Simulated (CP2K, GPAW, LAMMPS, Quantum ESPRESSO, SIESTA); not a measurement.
# Amorphous carbon (220 atoms): other programs against plane waves

Aim: forces, pressure of amorphous carbon (220 atoms) at one geometry, from other programs and methods, against plane-wave PBE.

Results are calculated, not measured.

## Step 1: The cell

The cell holds 220 atoms (220 C), with edges of 11.46, 11.46 and 11.46 Å. Recipe: 220 atoms (220 C) placed at random at 2.92 g/cm³, melted at 6000 K for 10 ps at fixed volume with the Tersoff potential (Tersoff, Phys. Rev. B 39, 5566 (1989)). Quenched from 6000 K to 300 K at 100 K/ps and fixed volume, held 5 ps, then minimised at fixed cell. The density is 2.92 g/cm³.

## Step 2: The reference input

Quantum ESPRESSO 7.5: Kohn-Sham DFT, PBE, SSSP efficiency 1.3.0 pseudopotentials, plane waves. Its input, pw.in:

```
&control
  calculation = 'scf'
  pseudo_dir = './pseudo'
  outdir = './tmp'
  disk_io = 'none'
  tprnfor = .true.
  tstress = .true.
/
&system
  ibrav = 0
  nat = 220
  ntyp = 1
  ecutwfc = 45
  ecutrho = 360
  nosym = .true.
  occupations = 'smearing'
  smearing = 'fd'
  degauss = 0.003675
/
&electrons
  conv_thr = 1.1e-06
  electron_maxstep = 100
  mixing_beta = 0.2
  mixing_mode = 'local-TF'
  diagonalization = 'david'
/
ATOMIC_SPECIES
C 12.011 C.upf
CELL_PARAMETERS angstrom
11.45530 0.00000 0.00000
0.00000 11.45530 0.00000
0.00000 0.00000 11.45530
ATOMIC_POSITIONS crystal
C 0.09166 0.72294 0.73140
C 0.80345 0.30737 0.67367
C 0.64663 0.02197 0.97178
C 0.76432 0.75459 0.16007
[... 214 atom lines left out ...]
C 0.62701 0.25697 0.47548
C 0.40380 0.86132 0.89728
K_POINTS gamma
```

```console
$ OMP_NUM_THREADS=1 mpirun -np 4 pw.x -in pw.in > output.txt
```

Elapsed: 5.1 min, on 4 MPI ranks of Arm Neoverse V1, shared host; peak memory 7.6 GiB; 20 min of CPU time.

It converged with an r.m.s. force component of 1.2 eV/Å and a pressure of -1.8 GPa.

## Step 3: The other programs

- CP2K 2026.2: Gaussian basis with GTH pseudopotentials and a plane-wave density; labels give functional, basis (MOLOPT sets; SR short-range, UZH the newer set with its own potentials), grid cutoff/relative cutoff and solver (OT: orbital transformation; TRS4, TC2, SIGN: linear-scaling purification with its sparsity filter), or its built-in tight binding.
- GPAW 26.7.0: PAW with atomic orbitals (LCAO), plane waves or a real-space grid of spacing h.
- SIESTA 5.4.2: numerical atomic orbitals, whose automatically made sets are far from complete, with PseudoDojo norm-conserving potentials that we converted to its format (checked against plane waves on the same files for H, C, O, Si, Ge and Ca alone); labels give functional, basis size, energy shift and mesh cutoff.

All use the same cell and atoms, and the electronic-structure runs the same k-mesh.

## Step 4: All runs compared

Differences are against the reference: forces as r.m.s. over components, share as that over the reference's r.m.s. force, slope as the fitted ratio of a run's forces to the reference's.

```
                                                           run  Δ force, r.m.s. (meV/Å)  share (%)  slope  Δ pressure (GPa)  cores  CPU time  memory (GiB)
                                                     reference                        -          -      -                 -      4    20 min           7.6
          CP2K PBE, DZVP-MOLOPT-SR, 450/50 Ry, diagonalisation                     23.9       1.92  1.012             0.715      4    23 min           5.1
  CP2K PBE, SZV-MOLOPT-SR, 450/50 Ry, diagonalisation (coarse)                      505       40.5  1.358              10.2      2   9.7 min           3.0
                                   GPAW PBE, LCAO dzp, h 0.2 Å                      115       9.22  0.992                 -      4    39 min           5.2
             GPAW PBE, LCAO dzp, h 0.2 Å, other mixer settings                      115       9.24  0.992                 -      4    46 min           5.2
                     GPAW PBE, LCAO szp(dzp), h 0.2 Å (coarse)                      371       29.8  0.995                 -      4    21 min           3.4
                   SIESTA PBE, DZP, shift 0.01 Ry, mesh 300 Ry                      160       12.8  0.987              7.33      4    22 min           3.4
           SIESTA PBE, SZ, shift 0.01 Ry, mesh 300 Ry (coarse)                      753       60.4  1.065              27.6      2   3.4 min           1.1
SIESTA revPBE, PBE potentials, DZP, shift 0.01 Ry, mesh 300 Ry                      149       12.0  0.994              8.71      4    24 min           3.4
```

Rows marked coarse were listed beforehand as settings not expected to be converged; some can still land near the reference.

CPU time is summed over cores on shared hosts, so it is rough.

## Step 5: What came out

Forces lie from 1.9 % (CP2K PBE, DZVP-MOLOPT-SR, 450/50 Ry, diagonalisation) to 60 % (SIESTA PBE, SZ, shift 0.01 Ry, mesh 300 Ry, coarse) of the reference's r.m.s. force of 1.2 eV/Å away from it. The PBE runs in local orbitals, coarse settings apart, differ by 1.9 % (CP2K PBE, DZVP-MOLOPT-SR, 450/50 Ry, diagonalisation) to 13 % (SIESTA PBE, DZP, shift 0.01 Ry, mesh 300 Ry); basis, grid and potentials can all enter. Rows with another functional or a dispersion term differ by 12 % (SIESTA revPBE, PBE potentials, DZP, shift 0.01 Ry, mesh 300 Ry), which mixes the change of model with differences of basis and potentials, some of them made for another functional. Runs with settings chosen to be coarse differ by 30 % (GPAW PBE, LCAO szp(dzp), h 0.2 Å) to 60 % (SIESTA PBE, SZ, shift 0.01 Ry, mesh 300 Ry), their programs' other errors included.

CP2K PBE, SZV-MOLOPT-SR, 450/50 Ry, diagonalisation stiffens the forces by a factor of 1.36 while following their directions (correlation 0.990); the slopes of the 2 CP2K runs lie between 1.01 and 1.36. Pressures at PBE, coarse settings apart, lie +0.71 to +7.33 GPa from the reference's. A pressure off by over 25 GPa (SIESTA PBE, SZ, shift 0.01 Ry, mesh 300 Ry) is no usable stress for this cell.

**Limits.** The reference's pressure holds the uncorrected Pulay stress of its 45 Ry basis, so small pressure differences may be the reference's own error. The quench rate of 100 K/ps is many orders above laboratory rates, so the cell is likely richer in defects and strain than a real sample. The network of bonds at the start is that of the classical potential that made the cell, and needn't be the one that DFT or experiment would give. The reference's stress is far from hydrostatic: its diagonal is 2.5, -5.4, -2.6 GPa, compression counted positive. The electronic-structure runs sample only Γ, in a cell whose shortest periodic width is 11 Å, which is coarse for a cell with partly filled levels. The reference's pressure of -1.8 GPa reflects the volume that the recipe set, positions that aren't this level's minimum and the basis. Where levels are smeared, the DFT runs use Fermi–Dirac occupations at 580 K (0.05 eV), and energies are free energies. The reference's cutoffs and mesh weren't converged further here.

[Logs are printed without paths, hosts, clocks, repeated set-up lines and the standing remarks that a program may print on its own settings, such as how far it seeks lower states.]

[Hosts, paths, dates, database ids (printed as entryN), source tags and the programs' standing remarks are cut or masked in the printed files.]

[Cells were taken only where this reference lay near another plane-wave run.]
